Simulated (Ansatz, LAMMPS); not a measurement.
**Electronic structure of amorphous poly(propylene oxide) (as short chains C35O12H72) at 260 K (238 atoms)**

Aim: energy, forces, charges and density of states of amorphous poly(propylene oxide) (as short chains C35O12H72) at 260 K (238 atoms) at a fixed geometry.

Calculated with Ansatz 0.2.0; Kohn-Sham DFT, LDA, PAW (set soft_2), plane waves.

## 1. Starting point

The cell holds 238 atoms: 70 C, 24 O and 144 H. Its edges and angles: a = 13.014 Å, b = 13.014 Å, c = 13.014 Å, α = 90.0°, β = 90.0°, γ = 90.0°. 2 poly(propylene oxide) chains of 11 units with methyl end groups placed at random, at 1.03 g/cm³; overlaps pushed apart, then 20 ps at 800 K with MMFF94 bonds, angles, torsions, charges and radii (Halgren, J. Comput. Chem. 17, 490 (1996)) in harmonic and 12-6 forms. Snapshot after 30 ps at 260 K and fixed volume.

Before any run, some limits are plain. The network of contacts between molecules at the start is that of the classical potential that made the cell, and needn't be the one that DFT or experiment would give. The functional has no dispersion term, which matters for the binding between molecules or layers, where LDA binds through overlap of densities alone. The density was typed from a rule of thumb and may lie off the real one at this temperature. Only the Γ point is sampled, in a cell whose shortest periodic width is 13 Å.

## 2. Making the structure

A classical potential supplies the starting structure, since it reaches far longer times than DFT.

This step: classical MD, MMFF94 bonds, angles, torsions, charges and radii (Halgren, J. Comput. Chem. 17, 490 (1996)) in harmonic and 12-6 forms; charges of ions scaled by 0.8 (LAMMPS 22 Jul 2025 - Update 4).

The input, in.lmp:

```
# amorphous poly(propylene oxide)
units real
atom_style full
boundary p p p
bond_style harmonic
angle_style harmonic
dihedral_style opls
improper_style harmonic
special_bonds lj 0 0 0.5 coul 0 0 0.75
read_data data.lmp
neigh_modify delay 0 every 1 check yes one 4000
comm_modify cutoff 12.0
timestep 0.5
thermo_style custom step time temp pe press density
thermo_modify norm yes
# push overlapping molecules apart
pair_style soft 2.6
pair_coeff * * 0.0
variable a equal ramp(1,60)
fix ad all adapt 1 pair soft a * * v_a
velocity all create 800 865062 mom yes dist gaussian
fix lim all nve/limit 0.03
fix lan all langevin 800 800 50 865063 zero yes
thermo 1000
run 3000 post no
unfix ad
pair_style lj/cut/coul/long 9.0
pair_modify mix arithmetic tail yes
pair_coeff 1 1 0.0678 3.3680   # C
pair_coeff 2 2 0.0763 3.0430   # O
pair_coeff 3 3 0.0216 2.5400   # H
kspace_style pppm 1.0e-4
thermo 100
minimize 1e-5 1e-3 300 3000
# [... 15 lines left out ...]
compute msd all msd com yes
thermo 7500
fix md all nvt temp 260 260 100
run 30000 post no
print "== T260: mean square displacement over the hold $(c_msd[4]:%.2f) A^2"
unfix md
uncompute msd
write_dump all custom T260.dump id type xs ys zs modify sort id
```

Launch:

```console
> lmp -in in.lmp -log none -nocite
```

Numbers of over 12 decimals in the logs are rounded to 6 here.

Log:

```text
LAMMPS (22 Jul 2025 - Update 4)
Reading data file ...
  orthogonal box = (0 0 0) to (13.01425 13.01425 13.01425)
  238 atoms
  orthogonal box = (0 0 0) to (13.01425 13.01425 13.01425)
  236 bonds
  444 angles
  540 dihedrals
   Step          Time           Temp          PotEng         Press         Density
         0   0              800            1.5574368     -1135.4658      1.0320004
      1000   500            603.37567      3.6539825      56028.715      1.0320004
      2000   1000           587.29917      3.6504218      45796.147      1.0320004
      3000   1500           632.65765      4.0517378      43762.244      1.0320004
Loop time of 0.546392 s on 1 MPI rank(s) for 3000 steps with 238 atoms
PPPM initialization ...
  G vector (1/distance) = 0.27173103
  grid = 6 6 6
  estimated relative force accuracy = 3.7118244e-05
   Step          Time           Temp          PotEng         Press         Density
[... 14 lines left out ...]
      2000   1000           617.64426      3.4411544      3353.036       1.0320004
Loop time of 1.71953 s on 1 MPI rank(s) for 2000 steps with 238 atoms
   Step          Time           Temp          PotEng         Press         Density
      2000   1000           617.64426      3.4411544      3353.036       1.0320004
[... 5 lines left out ...]
Loop time of 18.8221 s on 1 MPI rank(s) for 20000 steps with 238 atoms
   Step          Time           Temp          PotEng         Press         Density
[... 4 lines left out ...]
Loop time of 18.1996 s on 1 MPI rank(s) for 20000 steps with 238 atoms
   Step          Time           Temp          PotEng         Press         Density
[... 2 lines left out ...]
     52500   51500          231.61247      2.2730215      4502.6526      1.0320004
     60000   59000          275.02449      2.2856052     -2719.3675      1.0320004
     67500   66500          238.67053      2.3291847      654.86027      1.0320004
     72000   71000          257.24635      2.364172       5051.0522      1.0320004
Loop time of 26.4136 s on 1 MPI rank(s) for 30000 steps with 238 atoms
== T260: mean square displacement over the hold 1.68 A^2
```

Wall time 67 s (1 thread of Arm Neoverse V2, shared host); peak memory 0.12 GiB.

The input also reads data.lmp (atoms, bonds and types; not printed here).

## 3. Plane-wave single point

One self-consistent run at the given positions yields energy and forces.

The input, input.yaml:

```yaml
crystal:
  lattice:
    - [13.01425, 0.0, 0.0]
    - [0.0, 13.01425, 0.0]
    - [0.0, 0.0, 13.01425]
  atoms:
    - { symbol: C, position: [0.5691, 0.2092, 0.99479] }
    - { symbol: O, position: [0.59527, 0.28173, 0.91778] }
    - { symbol: C, position: [0.70878, 0.29196, 0.91719] }
    - { symbol: C, position: [0.7423, 0.357, 0.82683] }
    - { symbol: C, position: [0.72117, 0.29386, 0.73024] }
    - { symbol: O, position: [0.84361, 0.39928, 0.83529] }
    - { symbol: C, position: [0.93381, 0.33251, 0.82812] }
    - { symbol: C, position: [0.99332, 0.34943, 0.72956] }
    - { symbol: C, position: [0.03996, 0.45647, 0.73152] }
    - { symbol: O, position: [0.07013, 0.27423, 0.72333] }
    - { symbol: C, position: [0.13802, 0.28939, 0.63618] }
    - { symbol: C, position: [0.18347, 0.18464, 0.60176] }
    - { symbol: C, position: [0.21207, 0.19541, 0.48797] }
    - { symbol: O, position: [0.27424, 0.15883, 0.66298] }
    - { symbol: C, position: [0.30482, 0.05255, 0.6615] }
    - { symbol: C, position: [0.40284, 0.02112, 0.70974] }
    - { symbol: C, position: [0.43167, 0.08444, 0.8049] }
    - { symbol: O, position: [0.47393, 0.02569, 0.62333] }
    - { symbol: C, position: [0.51087, 0.12844, 0.60848] }
    - { symbol: C, position: [0.56687, 0.12611, 0.50526] }
    - { symbol: C, position: [0.64467, 0.04221, 0.50525] }
    - { symbol: O, position: [0.6279, 0.21072, 0.49033] }
    - { symbol: C, position: [0.57319, 0.30494, 0.48101] }
    - { symbol: C, position: [0.52626, 0.30952, 0.37217] }
    - { symbol: C, position: [0.51465, 0.42075, 0.3448] }
    - { symbol: O, position: [0.42858, 0.26247, 0.3646] }
    - { symbol: C, position: [0.40446, 0.23708, 0.26242] }
    - { symbol: C, position: [0.32224, 0.15768, 0.25658] }
    - { symbol: C, position: [0.35902, 0.04748, 0.29436] }
    - { symbol: O, position: [0.28893, 0.15237, 0.14988] }
    - { symbol: C, position: [0.24515, 0.05874, 0.11622] }
    - { symbol: C, position: [0.18831, 0.06975, 0.01763] }
    [... 200 atom lines left out ...]
    - { symbol: H, position: [0.73107, 0.94739, 0.86549] }
    - { symbol: H, position: [0.59599, 0.9313, 0.84581] }
    - { symbol: H, position: [0.68166, 0.9901, 0.75952] }
    - { symbol: H, position: [0.74491, 0.59678, 0.85575] }
    - { symbol: H, position: [0.66217, 0.62686, 0.75214] }
    - { symbol: H, position: [0.7984, 0.65992, 0.74191] }
kpoints:
  mp_grid: { grid: [1, 1, 1] }
hamiltonian:
  xc: lda
scf:
  occupations: { method: fermi_dirac, width: 0.025 }
output:
  forces: true
  stress: true
  populations: intrinsic
  dos:
    method: { smearing: { sigma: 0.15 } }
    de: 0.1
    projected: { site_lists: { C: [C], H: [H], O: [O] } }
  eigenvalues: true
  write_density: true
  write_potential: true
  volumetric_format: npy
```

Launch:

```console
> ansatz run input.yaml --threads 8 --pin off --max-ram 15872MiB --backend cpu --events-out ev --progress --plain --runs-dir out
```

Log:

```text
Engine: ansatz 0.2.0, aarch64-unknown-linux-gnu
Pseudopotentials: kind: paw
Pseudopotential: C, paw, valence charge 4, recommended cutoff 420 eV (normal), C.paw.azcp
Pseudopotential: O, paw, valence charge 6, recommended cutoff 420 eV (normal), O.paw.azcp
Pseudopotential: H, paw, valence charge 1, recommended cutoff 420 eV (normal), H.paw.azcp
Functional definition: SPW92
  exchange = slater_x
  correlation = pw_c
Crystal: 238 atoms, lattice volume = 2204.233 Å³
Basis set: ecut = 420 eV, 43003 PW (Γ)
Bands: 522, of which v1, the nominal top of the filled ones, is band 284 counted from 1 (283 counted from 0)
Symmetry: 1 space group operations
Space group: P1 (ITA 1), of the structure as read, at distance tolerance 1.3e-4 Å
k-points: 1
Non-local potential: C, projectors of the file, l = 0: 2, l = 1: 2, l = 2: 1
Non-local potential: O, projectors of the file, l = 0: 2, l = 1: 2, l = 2: 1
Non-local potential: H, projectors of the file, l = 0: 2, l = 1: 1
PAW form: soft (Blöchl's): semilocal exchange-correlation on the pseudo side does not see the compensation charge
PAW frozen core: C, regenerated for the run's functional, and the local potential with it (the file was generated under x = pbe(κ = 0.804, μ = 0.219515), c = pbe(β = 0.066725))
PAW frozen core: O, regenerated for the run's functional, and the local potential with it (the file was generated under x = pbe(κ = 0.804, μ = 0.219515), c = pbe(β = 0.066725))
PAW one-centre angular grid: C, 110 points (default); XC on 64 Gauss nodes
PAW one-centre angular grid: O, 110 points (default); XC on 64 Gauss nodes
PAW one-centre angular grid: H, 110 points (default); XC on 64 Gauss nodes
Initial density: superposition of atomic densities (neutral atoms: chi_scale 0, normalization atom), corrected by the library's trained network
Initial wavefunctions: pseudopotential atomic-orbital guess
Functional: x = slater, c = lda
SCF iter   1: F=—  HF=-32574.106746 eV  |F-HF|=—  |Δ(HF+E_count)|=         —  Δρ=1.01e-2  dr2=1.63e0  ethr=1.77e-3  ⟨swp⟩=6.0  Hψ=2394  notcnv=0  defer=50
preconditioner: auto → Resta (q_TF=auto, 2.176 Å⁻¹)  ε∞=2.4  [insulator: Δε(μ)=4.064 eV  Ē_g=15.938 eV  σ=0.025 eV  W_gap=1.00  n_scr=388 (ndim 8)  ℏωp=18.8 eV  f_vac=0.221  D(μ)=0.00/eV (n_scr^D=0)  ε∞_Penn≈2.4]
SCF iter   2: F=—  HF=-32573.662546 eV  |F-HF|=—  |Δ(HF+E_count)|=   4.44e-1  Δρ=4.37e-3  dr2=3.32e-1  ethr=2.87e-4  ⟨swp⟩=3.0  Hψ=883  notcnv=0  defer=231
SCF iter   3: F=—  HF=-32573.587511 eV  |F-HF|=—  |Δ(HF+E_count)|=   7.50e-2  Δρ=2.05e-3  dr2=7.80e-2  ethr=5.84e-5  ⟨swp⟩=2.0  Hψ=572  notcnv=0  defer=231
SCF iter   4: F=—  HF=-32573.574615 eV  |F-HF|=—  |Δ(HF+E_count)|=   1.29e-2  Δρ=4.62e-4  dr2=6.58e-3  ethr=1.37e-5  ⟨swp⟩=2.0  Hψ=581  notcnv=0  defer=231
SCF iter   5: F=—  HF=-32573.576614 eV  |F-HF|=—  |Δ(HF+E_count)|=   2.00e-3  Δρ=1.69e-4  dr2=1.02e-3  ethr=1.16e-6  ⟨swp⟩=2.0  Hψ=570  notcnv=0  defer=231
SCF iter   6: F=—  HF=-32573.577372 eV  |F-HF|=—  |Δ(HF+E_count)|=   7.59e-4  Δρ=1.12e-4  dr2=2.51e-4  ethr=1.80e-7  ⟨swp⟩=2.0  Hψ=575  notcnv=0  defer=231
SCF iter   7: F=—  HF=-32573.577429 eV  |F-HF|=—  |Δ(HF+E_count)|=   5.70e-5  Δρ=3.40e-5  dr2=2.42e-5  ethr=4.42e-8  ⟨swp⟩=2.0  Hψ=575  notcnv=0  defer=231
SCF iter   8: F=—  HF=-32573.577634 eV  |F-HF|=—  |Δ(HF+E_count)|=   2.05e-4  Δρ=9.86e-6  dr2=2.88e-6  ethr=4.26e-9  ⟨swp⟩=2.0  Hψ=806  notcnv=0  defer=231
SCF iter   9: F=—  HF=-32573.577638 eV  |F-HF|=—  |Δ(HF+E_count)|=   3.81e-6  Δρ=3.45e-6  dr2=3.24e-7  ethr=5.08e-10  ⟨swp⟩=2.0  Hψ=558  notcnv=0  defer=231
SCF iter  10: F=—  HF=-32573.577639 eV  |F-HF|=—  |Δ(HF+E_count)|=   4.21e-7  Δρ=2.41e-6  dr2=1.13e-7  ethr=1.76e-11  ⟨swp⟩=19.0  Hψ=4364  notcnv=0
SCF iter  11: F=-32573.577639 eV  HF=-32573.577639 eV  |F-HF|=1.00e-8  |Δ(HF+E_count)|=   1.97e-8  Δρ=6.50e-7  dr2=1.01e-8  ethr=1.76e-11  ⟨swp⟩=8.0  Hψ=2368  notcnv=0
SCF 1 converged in 11 iterations: F = -32573.577639 eV  dr2 = 1.01e-8
  greatest PAW one-centre occupation: 0.859 electrons in one spin orbital (limit 2), on the O atom at site 21 (counted from 0), in its partial waves of l = 0
SCF converged after 11 iterations
Free energy (F): -32573.577639 eV
Harris-Foulkes:  -32573.577639 eV  (|F-HF|=1.00e-8)
Internal energy: -32573.577639 eV  (E = F + TS)
E sigma→0 (E₀):  -32573.577639 eV
Fermi energy:    1.751621 eV
--- Per-component energies (eV) ---
  E_band       = -4344.883384
  E_kinetic    = 12553.139314
  E_local      = -42861.128510  (includes V_loc(G=0)·N_el)
  E_nonlocal   = 3411.747076
  E_hartree    = 16038.622968
  E_xc         = -6316.017212
  E_vxc        = -8006.172650  (∫ρ·V_xc dr)
  E_paw        = -10041.208417  (= ΣΔE_a)
  E_vpaw       = -1519.580853  (= ΣTr[D̂ρ^β])
  E_aug_tail   = -0.130449  (compensation charges beyond the density's cutoff)
  E_ewald      = -5365.326799
  E_core_change = 6.724391  (= ΣΔE_core)
  E_smearing   = -0.000000  (= −TS)
  E_closure    = -0.000000  (closes the sum)
  Σ components = -32573.577639   (vs F -32573.577639, Δ=0.00e0)
--- Forces (eV/Å), atoms counted from 1 ---
  atom   1  C     -1.33728328     1.23692144    -0.87075200
  atom   2  O      2.04191866    -0.28218413     0.38344203
  atom   3  C     -1.98554303     1.99775286     0.68535412
  atom   4  C     -1.27476033     0.94757291    -0.95717686
  atom   5  C      2.14762595     0.48580843    -0.01875182
  atom   6  O     -0.07800733    -0.91429911    -0.23037942
  atom   7  C     -1.17633485     0.67514508     0.50398821
  atom   8  C      0.46663672     0.68962314     0.94224991
  atom   9  C     -0.83773616    -0.45726364     1.23291993
  atom  10  O      0.34608630    -0.05328327    -0.99828532
  atom  11  C      1.25907529    -2.15675754     2.28535364
  atom  12  C      0.69916982     0.58411953    -0.22187829
  atom  13  C      0.69290288    -0.33043065     1.96320644
  atom  14  O      0.37109185     1.31910818    -0.39114863
[...]
atom 237  H     -1.17976620    -0.77884562    -1.28482130
  atom 238  H     -0.26220110    -0.41016700    -0.16695898
  max |Σ_I F_I| component: 8.72e-5 eV/Å
--- Stress (GPa, compression-positive) ---
       -0.095501      -0.009844      -0.184099
       -0.009844      -0.045370       0.122877
       -0.184098       0.122877      -0.154439
  P = ⅓ Tr σ = -0.0984 GPa (-0.984 kbar)
--- Band table (eV) ---
  k-point 0: bands = ["-21.5478", "-21.5166", "-21.4639", "-21.3003", [... 506 levels ...], "11.4447", "11.4661", "11.4835", "11.5093", "11.5458", "11.5618", "11.5827", "11.6058", "11.6491", "11.6906", "11.7003", "11.7244"]
--- intrinsic populations: 238 sites ---
  site symbol       q [e]
     0      C      4.3199
     1      O      6.3892
     2      C      4.1473
[...]
237      H      0.8415
  spilling = -0.000000 (of n_electrons = 568.000000)
```

It took 28 s on 8 threads of Arm Neoverse V2, shared host; peak memory 3 GiB; 3.5 min of CPU time.

Reading the cycles: dr2 is the Hartree energy of the density residual (eV), the measure of convergence; HF is the Harris–Foulkes estimate of the energy, which meets the free energy F at convergence.

Numbers from this run:

```yaml
free_energy: -32573.5776 eV
free_energy_per_atom: -136.8638 eV/atom
scf_cycles: 11
pressure: -0.09844 GPa
r_m_s_force_component: 0.8916 eV/Å
longest_force: 3.465 eV/Å
fermi_energy: 1.752 eV
spacing_of_highest_filled_and_lowest_empty_level: 4.132 eV
```

Length of the force by element:

| element | coordination | atoms | mean length of the force (eV/Å) | spread | least | most |
| --- | --- | --- | --- | --- | --- | --- |
| C | all | 70 | 2.01 | 0.756 | 0.482 | 3.47 |
| H | all | 144 | 0.962 | 0.547 | 0.144 | 3.22 |
| O | all | 24 | 1.53 | 0.705 | 0.348 | 3.05 |

Intrinsic-atomic-orbital charges by element:

| element | coordination | atoms | mean charge (e) | spread | least | most |
| --- | --- | --- | --- | --- | --- | --- |
| C | all | 70 | -0.218 | 0.248 | -0.579 | 0.0886 |
| H | all | 144 | 0.172 | 0.0178 | 0.113 | 0.209 |
| O | all | 24 | -0.400 | 0.0135 | -0.423 | -0.372 |

Density of states as counts of states in windows of 1 eV (from the Fermi level), total and the larger projections:

| from (eV) | to (eV) | total | C p | H s | O p | C s |
| --- | --- | --- | --- | --- | --- | --- |
| -18 | -17 | 2.2 | 0.2 | 0.3 | 0.3 | 1.3 |
| -17 | -16 | 21.3 | 2.6 | 3.4 | 2.6 | 11.8 |
| -16 | -15 | 19.0 | 2.9 | 3.7 | 1.4 | 9.5 |
| -15 | -14 | 10.3 | 1.7 | 2.7 | 0.9 | 4.6 |
| -14 | -13 | 37.6 | 6.9 | 9.6 | 3.5 | 15.6 |
| -13 | -12 | 6.3 | 1.3 | 1.7 | 0.4 | 2.2 |
| -12 | -11 | 27.8 | 9.0 | 6.6 | 4.1 | 6.4 |
| -11 | -10 | 16.6 | 5.8 | 4.3 | 2.0 | 3.5 |
| -10 | -9 | 39.4 | 22.2 | 6.5 | 8.6 | 1.2 |
| -9 | -8 | 48.4 | 27.3 | 8.3 | 10.4 | 1.3 |
| -8 | -7 | 47.4 | 27.4 | 9.9 | 8.3 | 0.9 |
| -7 | -6 | 62.8 | 35.9 | 17.6 | 7.3 | 0.8 |
| -6 | -5 | 75.5 | 41.6 | 21.6 | 10.4 | 0.6 |
| -5 | -4 | 48.5 | 18.9 | 11.3 | 15.8 | 0.4 |
| -4 | -3 | 21.5 | 4.8 | 3.5 | 12.3 | 0.2 |
| -3 | -2 | 34.7 | 5.5 | 4.7 | 23.4 | 0.4 |
| -2 | -1 | 0.6 | 0.1 | 0.1 | 0.4 | 0.0 |
| -1 | 1 | 0.0 | 0.0 | 0.0 | 0.0 | 0.0 |
| 1 | 2 | 0.6 | 0.1 | 0.2 | 0.0 | 0.1 |
| 2 | 3 | 24.1 | 4.0 | 8.4 | 0.5 | 3.3 |
| 3 | 4 | 44.4 | 10.9 | 12.7 | 1.5 | 4.0 |
| 4 | 5 | 56.5 | 13.3 | 14.9 | 2.2 | 4.1 |

Between -24 and -18 eV lie 48 more states.

The levels nearest the highest filled one (over half full), pooled over k-points and spins:

| level less the highest filled one (eV) | occupation |
| --- | --- |
| -0.407 | 2 |
| -0.386 | 2 |
| -0.252 | 2 |
| -0.198 | 2 |
| -0.110 | 2 |
| 0 | 2 |
| 4.13 | 0 |
| 4.32 | 0 |
| 4.38 | 0 |
| 4.46 | 0 |
| 4.51 | 0 |
| 4.59 | 0 |

Valence density in the ac plane at fractional y = 0.153, with atoms of O and C and H within 0.2 Å of it. It is the smooth field of the valence electrons, not physical close to the nuclei.

Ten steps, logarithmic in the rise over the least value, from '0' (0.0 e/Å³) to '9' (6.0 e/Å³), each cell a mean:
```
24665432232100000123456652111000000000
13443211121100000111233321111100000000
01111000000001112111111100011100000000
00000000000001245432110000000000000000
00000000000002367542100000000000111110
11100000122211245431111000001111112111
11101011356642122222333100001111111111
11112334589974211234675210000112222111
10124666678863223566764210000125654432
21124677655432124677664211000135766665
21012456543210012345666543210023566665
10001245664210000124667764310012444432
00001245775310000124566654210001222110
00001234553210001123443332110000000000
00000011121111111111111110000001100000
00000000134333221110000000000123332100
00000001246665532110000000001246764200
00000000135777643221100001234467875210
00000000135776532221100002467777653100
00000011358986311111000001466777531000
11222111368996311000000001123467531000
23455432235653200000111110001245421000
24677653222211000112233321000011100001
24677654321100000123456652100000000000
```
Columns run along a (13.0 Å), rows up along c (13.0 Å). Atoms in or near the plane, at fractional coordinates: O at (0.27, 0.66), C at (0.32, 0.26), O at (0.29, 0.15), C at (0.10, 0.03), H at (0.61, 0.98), H at (0.41, 0.79), H at (0.56, 0.67), H at (0.06, 0.95), H at (0.83, 0.61), C at (0.79, 0.20), H at (0.82, 0.12), H at (0.71, 0.20).

(Continued in part 2 of 2.)

[Logs are printed without paths, hosts, clocks, repeated set-up lines and the standing remarks that a program may print on its own settings, such as how far it seeks lower states.]

[Hosts, paths, dates, database ids (printed as entryN), source tags and the programs' standing remarks are cut or masked in the printed files.]

[The MMFF94 radii named for the starting cell were scaled by 0.96; in molecules described by MMFF94, hydrogen bound to N, O or S took a small fixed 12-6 site in their place.]
